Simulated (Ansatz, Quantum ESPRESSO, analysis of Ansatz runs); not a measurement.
# Li2SnF6 (P-31m), nudged elastic band: V_F hop (2.7 Å) (q = +1) (Quantum ESPRESSO)

Aim: the barrier of one jump in Li2SnF6 (P-31m) at charge +1: V_F hop (2.7 Å). The model is a cell of 72 host atoms with 1 F taken out; F is the atom that moves.

Method: Quantum ESPRESSO plane-wave DFT, PBEsol, GBRV 1.5 PBEsol potentials; nudged elastic band between two relaxed defect structures at fixed charge in a uniform background, in Quantum ESPRESSO 7.5.

The raw output is cut from this account; settings, times and results stay.

## Step 1: The starting structure

The cell holds 71 atoms: 16 Li, 8 Sn and 47 F. Cell: a = 9.926 Å, b = 9.926 Å, c = 9.129 Å, α = 90.0°, β = 90.0°, γ = 120.0°. It derives from Li2SnF6 (space group P-31m). Nearest the centre at fractional (0.418, 0.582, 0.750): F71 at 1.28 Å, Li28 at 1.65 Å, F14 at 2.33 Å, F66 at 2.37 Å, F33 at 2.47 Å, Li64 at 2.48 Å, F70 at 2.49 Å, Sn56 at 2.64 Å. The cell carries charge +1.

The cell's shortest repeat is 9.1 Å.

## Step 2: Relaxation of the start point, charge +1

The ends come first: from an unrelaxed start the top is counted from too high an energy, and the barrier comes out too low. Quantum ESPRESSO starts from the structure that Ansatz relaxed. The charge of +1 is set by the electron count, and a uniform background keeps the cell neutral.

pw.in reads:

```
&CONTROL
  calculation = 'relax'
  prefix = 'pwscf'
  outdir = './tmp'
  pseudo_dir = './pseudo'
  tprnfor = .true.
  disk_io = 'low'
  nstep = 70
  forc_conv_thr = 0.00078
  etot_conv_thr = 0.0001
/
&SYSTEM
  ibrav = 0
  nat = 71
  ntyp = 3
  ecutwfc = 40
  ecutrho = 324
  nbnd = 248
  occupations = 'fixed'
  tot_charge = 1
  nosym = .true.
/
&ELECTRONS
  conv_thr = 7d-08
  electron_maxstep = 100
  mixing_beta = 0.5
/
&IONS
  ion_dynamics = 'bfgs'
/
ATOMIC_SPECIES
Li     6.9400 li_pbesol_v1.4.uspp.F.UPF
Sn   118.7100 sn_pbesol_v1.4.uspp.F.UPF
F     18.9984 f_pbesol_v1.4.uspp.F.UPF
CELL_PARAMETERS angstrom
   9.9260037714    0.0000000584    0.0000000000
  -4.9630019362    8.5961713948    0.0000000000
   0.0000000000    0.0000000000    9.1294055886
ATOMIC_POSITIONS crystal
Li     0.3308961199    0.1631021300    0.2473051200
Li     0.1634612398    0.3341182798    0.2480829600
Sn    -0.0026411200   -0.0019490900    0.0015930500
F      0.1623642399    0.1639706399    0.1249910600
F      0.3420131798    0.3426805299    0.3816370801
F      0.3380415700    0.0024792601    0.1296833400
F      0.1626974700    0.0018097400    0.3744707401
F      0.0015652098    0.3378214398    0.1259017500
[... 59 atom lines left out ...]
F      0.8339523496    0.5001395999    0.6230760501
F      0.6610706296    0.5001257098    0.8725936701
F      0.4936805294    0.8342984896    0.6281032501
F      0.4923425395    0.6576220897    0.8640068001
K_POINTS crystal
1
0.25 0.25 0.25 1.0
```

Run with:

```console
> OMP_NUM_THREADS=1 mpirun -n 16 pw.x -in pw.in > pw.out
```

The job ended after 78 s (16 MPI ranks of Arm Neoverse V2, shared host; peak memory 2.6 GiB; 20 min of CPU time).

Hardly anything moved in the relaxation; the energy changed by under 0.2 meV an atom.

Neighbours of F71 at the end:

```csv
atom,distance (Å)
Li28,1.972
Sn56,2.002
Li64,2.021
F66,2.709
F14,2.710
F70,2.771
F33,2.807
F69,2.808
F24,2.863
```

Numbers from this step:

| Item | Value |
| --- | --- |
| highest filled level | 1.703 eV |
| lowest empty level | 6.401 eV |
| r.m.s. move of the farther half of the atoms | 0.04733 Å |
| largest move from the ideal geometry of this structure, a common shift of the far atoms taken out | 0.3478 Å |

The relaxation gained 0.001 eV and ended with a largest force component of 0.0089 eV/Å.

## Step 3: Relaxation of the end point, charge +1

The end point is relaxed in the same cell and settings, so that the two energies compare. It starts from Ansatz's end point.

pw.in reads:

```
&CONTROL
  calculation = 'relax'
  prefix = 'pwscf'
  outdir = './tmp'
  pseudo_dir = './pseudo'
  tprnfor = .true.
  disk_io = 'low'
  nstep = 70
  forc_conv_thr = 0.00078
  etot_conv_thr = 0.0001
/
&SYSTEM
  ibrav = 0
  nat = 71
  ntyp = 3
  ecutwfc = 40
  ecutrho = 324
  nbnd = 248
  occupations = 'fixed'
  tot_charge = 1
  nosym = .true.
/
&ELECTRONS
  conv_thr = 7d-08
  electron_maxstep = 100
  mixing_beta = 0.5
/
&IONS
  ion_dynamics = 'bfgs'
/
ATOMIC_SPECIES
Li     6.9400 li_pbesol_v1.4.uspp.F.UPF
Sn   118.7100 sn_pbesol_v1.4.uspp.F.UPF
F     18.9984 f_pbesol_v1.4.uspp.F.UPF
CELL_PARAMETERS angstrom
   9.9260037714    0.0000000584    0.0000000000
  -4.9630019362    8.5961713948    0.0000000000
   0.0000000000    0.0000000000    9.1294055886
ATOMIC_POSITIONS crystal
Li     0.3291954799    0.1556210200    0.2596561800
Li     0.1641387598    0.3326802998    0.2504454400
[... 8 atom lines left out ...]
Li     0.1653353498    0.3361896698    0.7465268101
[... 2 atom lines left out ...]
F      0.3446298498    0.3465136499    0.8723082101
[... 13 atom lines left out ...]
Li     0.3169753395    0.6709901397    0.7292059301
[... 4 atom lines left out ...]
F      0.1668048297    0.5066677597    0.8694722801
[... 18 atom lines left out ...]
F      0.5011196398    0.3392835399    0.6249497401
[... 3 atom lines left out ...]
Sn     0.5010870097    0.4702004198    0.0187860600
[... 7 atom lines left out ...]
Li     0.6852979694    0.8550936196    0.7292590401
Sn     0.5010999396    0.5031539898    0.5002290201
F      0.6587887195    0.6655817997    0.6332859701
[... 2 atom lines left out ...]
F      0.6574675296    0.5029765198    0.8722108201
F      0.5011415794    0.8344774296    0.6257719201
F      0.3434734496    0.5079084798    0.6333688001
K_POINTS crystal
1
0.25 0.25 0.25 1.0
```

Elapsed: 78 s, on 16 MPI ranks; peak memory 3.5 GiB.

No atom moved by 0.005 Å in the relaxation.

Neighbours of F71 at the end:

```csv
atom,distance (Å)
Li28,1.969
Sn65,2.002
Li11,2.020
F14,2.708
F66,2.712
F33,2.772
F70,2.807
F52,2.808
F62,2.862
```

Read from the output:

```
highest filled level                                                                              : 1.704 eV
lowest empty level                                                                                : 6.399 eV
r.m.s. move of the farther half of the atoms                                                      : 0.04750 Å
largest move from the ideal geometry of this structure, a common shift of the far atoms taken out : 0.3422 Å
```

The relaxation gained 0.001 eV and ended with a largest force component of 0.0064 eV/Å. The end lies within 1 meV of the start.

## Step 4: Nudged elastic band, charge +1

5 movable images are laid between the ends on the band that Ansatz converged, shifted to this program's ends. Each image feels the true force across the path and a spring force along it. The highest image is set to climb to the top of the path.

This step: Quantum ESPRESSO plane-wave DFT, PBEsol, GBRV 1.5 PBEsol potentials; nudged elastic band between two relaxed defect structures at fixed charge in a uniform background.

neb.in reads:

```
BEGIN
BEGIN_PATH_INPUT
&PATH
  restart_mode = 'from_scratch'
  string_method = 'neb'
  nstep_path = 45
  ds = 1.5
  opt_scheme = 'broyden'
  num_of_images = 7
  k_max = 0.3
  k_min = 0.2
  CI_scheme = 'auto'
  path_thr = 0.05
/
END_PATH_INPUT
BEGIN_ENGINE_INPUT
&CONTROL
  prefix = 'pwscf'
  outdir = './tmp'
  pseudo_dir = './pseudo'
  disk_io = 'low'
/
&SYSTEM
  ibrav = 0
  nat = 71
  ntyp = 3
  ecutwfc = 40
  ecutrho = 324
  nbnd = 248
  occupations = 'fixed'
  tot_charge = 1
  nosym = .true.
/
&ELECTRONS
  conv_thr = 7d-08
  electron_maxstep = 100
  mixing_beta = 0.5
/
ATOMIC_SPECIES
Li     6.9400 li_pbesol_v1.4.uspp.F.UPF
Sn   118.7100 sn_pbesol_v1.4.uspp.F.UPF
F     18.9984 f_pbesol_v1.4.uspp.F.UPF
CELL_PARAMETERS angstrom
   9.9260037714    0.0000000584    0.0000000000
  -4.9630019362    8.5961713948    0.0000000000
   0.0000000000    0.0000000000    9.1294055886
BEGIN_POSITIONS
FIRST_IMAGE
ATOMIC_POSITIONS crystal
Li     0.3308667702    0.1631172361    0.2472861249
Li     0.1634511321    0.3340456328    0.2481166751
Sn    -0.0026496945   -0.0019500187    0.0015996493
F      0.1624643030    0.1640859569    0.1251076803
F      0.3417863194    0.3424877013    0.3814926064
F      0.3379341918    0.0024906451    0.1297913066
F      0.1628084133    0.0018189368    0.3743816835
F      0.0015701693    0.3377335673    0.1260130942
F      0.0003239330    0.1629310019    0.3728224342
Li     0.3285710827    0.1645415639    0.7507362914
Li     0.1449580023    0.3155637114    0.7675656789
Sn    -0.0017733160   -0.0003449897    0.5003455151
F      0.1595619826    0.1660319214    0.6281144422
F      0.3346965842    0.3424084625    0.8639090811
F      0.3358937863    0.0024046811    0.6264842277
F      0.1602804079    0.0023773118    0.8720518067
F      0.0037794168    0.3389147773    0.6287594942
F     -0.0109281094    0.1582330525    0.8771822037
Li     0.3294836639    0.6661291119    0.2481684583
Li     0.1695903263    0.8346405653    0.2520995971
Sn     0.0019628699    0.5000967485   -0.0017067989
F      0.1639945140    0.6624995134    0.1259417493
F      0.3374499019    0.8371555575    0.3729094730
F      0.3362219597    0.5001018538    0.1270687352
F      0.1687091739    0.5000278126    0.3800318471
F      0.0032562188    0.8371139532    0.1260839635
F      0.0051739182    0.6642189772    0.3725360052
Li     0.3294533342    0.6845603357    0.7676277688
Li     0.1637754579    0.8368650505    0.7475921294
Sn     0.0006504076    0.5000487746    0.5003112413
F      0.1649952663    0.6612020529    0.6287042461
F      0.3309398101    0.8420212911    0.8770862425
F      0.1659598852    0.5000486282    0.8713775459
F     -0.0026155637    0.8363346742    0.6275287488
F      0.0013997909    0.6628272217    0.8712747649
Li     0.8349766967    0.1654564363    0.2519980279
Li     0.6728940153    0.3282355953    0.2379019908
Sn     0.4993493858    0.0021959175    0.0015572813
F      0.6662481954    0.1631088382    0.1260206414
F      0.8409621295    0.3358676917    0.3725728733
F      0.8355656812   -0.0022843681    0.1297694847
F      0.6610563836   -0.0017293430    0.3743512983
F      0.4966772319    0.3383905729    0.1270311022
F      0.5020250019    0.1674774184    0.3748288133
Li     0.8269093107    0.1633468594    0.7477346227
Li     0.6689711985    0.3327730971    0.7562264495
Sn     0.4986930187    0.0005047251    0.5003402387
F      0.6611666617    0.1639172783    0.6274572883
F      0.8386308025    0.3374067619    0.8712749346
F      0.8336267326   -0.0021769171    0.6265712924
F      0.6579694817   -0.0021627033    0.8720492602
F      0.4977199502    0.3433300021    0.6255712407
F      0.4992967980    0.1661339678    0.8754163294
Li     0.8446836932    0.6718889642    0.2378471395
Li     0.6678020265    0.8370250548    0.2470277316
Sn     0.4970834262    0.5000669712   -0.0027634810
F      0.6583992982    0.6618275019    0.1269513739
F      0.8345918876    0.8326259687    0.3748840261
F      0.8376967191    0.5001112172    0.1217169140
F      0.6885912307    0.5000740379    0.3571947337
F      0.4984397411    0.8361731555    0.1250822940
F      0.4993227797    0.6575840746    0.3814095329
Li     0.8364155789    0.6675156292    0.7564207690
Li     0.6641616451    0.8356537189    0.7508054598
Sn     0.5304694258    0.5000780624    0.4790722428
F      0.6543916809    0.6568289550    0.6255783053
F      0.8333198870    0.8341200804    0.8754722850
F      0.8338603985    0.5001362256    0.6231568669
F      0.6611624614    0.5001178881    0.8725047705
F      0.4936708290    0.8342132214    0.6281923358
F      0.4923191444    0.6577215374    0.8639161020
INTERMEDIATE_IMAGE
ATOMIC_POSITIONS crystal
Li     0.3315109907    0.1625575857    0.2459833388
Li     0.1640141586    0.3349407018    0.2486557436
[... 69 atom lines left out ...]
INTERMEDIATE_IMAGE
ATOMIC_POSITIONS crystal
Li     0.3325814212    0.1618940064    0.2451625111
Li     0.1641921821    0.3350854579    0.2495754070
[... 69 atom lines left out ...]
INTERMEDIATE_IMAGE
ATOMIC_POSITIONS crystal
Li     0.3325709139    0.1607804092    0.2469096098
Li     0.1638837541    0.3343496782    0.2516864295
[... 69 atom lines left out ...]
INTERMEDIATE_IMAGE
ATOMIC_POSITIONS crystal
Li     0.3307582037    0.1585733152    0.2518607833
Li     0.1637867962    0.3337302162    0.2537207755
[... 69 atom lines left out ...]
INTERMEDIATE_IMAGE
ATOMIC_POSITIONS crystal
Li     0.3295120738    0.1575012744    0.2574704569
Li     0.1635790506    0.3332513780    0.2536638253
[... 69 atom lines left out ...]
LAST_IMAGE
ATOMIC_POSITIONS crystal
Li     0.3292211209    0.1556281965    0.2596504215
Li     0.1641464218    0.3326919073    0.2504509459
[... 8 atom lines left out ...]
Li     0.1653491591    0.3361863658    0.7465344681
[... 2 atom lines left out ...]
F      0.3444560594    0.3463826997    0.8721236848
[... 13 atom lines left out ...]
Li     0.3169536790    0.6709574081    0.7292533761
[... 4 atom lines left out ...]
F      0.1669072990    0.5066813163    0.8693461407
[... 18 atom lines left out ...]
F      0.5011238714    0.3391727331    0.6250814174
[... 3 atom lines left out ...]
Sn     0.5010907105    0.4701991652    0.0187763600
[... 7 atom lines left out ...]
Li     0.6853130911    0.8550857952    0.7293071926
Sn     0.5011064281    0.5031604231    0.5002421353
F      0.6588798098    0.6657030741    0.6333949119
[... 2 atom lines left out ...]
F      0.6576542315    0.5030275500    0.8720365745
F      0.5011461683    0.8343730099    0.6258827989
F      0.3433913790    0.5079472922    0.6334767056
END_POSITIONS
K_POINTS crystal
1
0.25 0.25 0.25 1.0
END_ENGINE_INPUT
END
```

Run with:

```console
> OMP_NUM_THREADS=1 mpirun -n 16 neb.x -ni 4 -inp neb.in > neb.out
```

It took 19 min on 16 MPI ranks; peak memory 8.1 GiB; 5 h of CPU time.

Images along the path:

```csv
image,path (Å),energy (eV),"F71: x, y, z (Å)"
0,0.000,0.0000,"1.622, 5.654, 7.887"
1,0.683,0.1897,"1.616, 5.316, 7.542"
2,1.257,0.5732,"1.592, 5.014, 7.204"
3,1.742,0.8377,"1.555, 4.842, 6.834"
4,2.228,0.5716,"1.423, 4.721, 6.464"
5,2.803,0.1890,"1.175, 4.546, 6.128"
6,3.487,-0.0002,"0.888, 4.366, 5.783"
```

Numbers from this step:

- barrier forward: 0.8377 eV
- barrier backward: 0.8379 eV
- end less start: -1.67e-4 eV
- hop length: 2.574 Å

The band met its tolerance of 0.05 eV/Å after 5 iterations, with image 3 on top (the start counts as 0). F71, which moves farthest between the ends, has 2 Li at 1.97 to 2.02 Å and 1 Sn at 2.00 Å nearest at the start and 1 Li at 1.94 Å at the top.

## Step 5: Outcome

- barrier forward: 0.84 eV
- barrier backward: 0.84 eV
- end less start: 0.00 eV
- hop length: 2.57 Å
- band iterations, as the log counts them: 5

In words: The top of the band lies 0.84 eV above the start and 0.84 eV above the end, which are alike in energy and neighbours. With an assumed prefactor of 1e13 per second it gives one hop a second along this one path at about 320 K. The order of the top as a saddle was not checked for all atoms, so a bent path could be lower. No image-charge correction is applied; it largely cancels along a path if the charge stays localised alike. Keep in mind: one k-point off the zone centre stands for the whole zone; spin–orbit coupling, which can matter with heavy atoms, is left out.

[Long decimals in the printed logs are rounded to 6 places.]

[Repeated set-up lines and some long k-point lines are left out of the logs, and relaxed atomic positions are cut to six decimals.]

[Logs are printed without paths, hosts, clocks, repeated set-up lines and the standing remarks that a program may print on its own settings, such as how far it seeks lower states.]

[Hosts, paths, dates, database ids (printed as entryN), source tags and the programs' standing remarks are cut or masked in the printed files.]
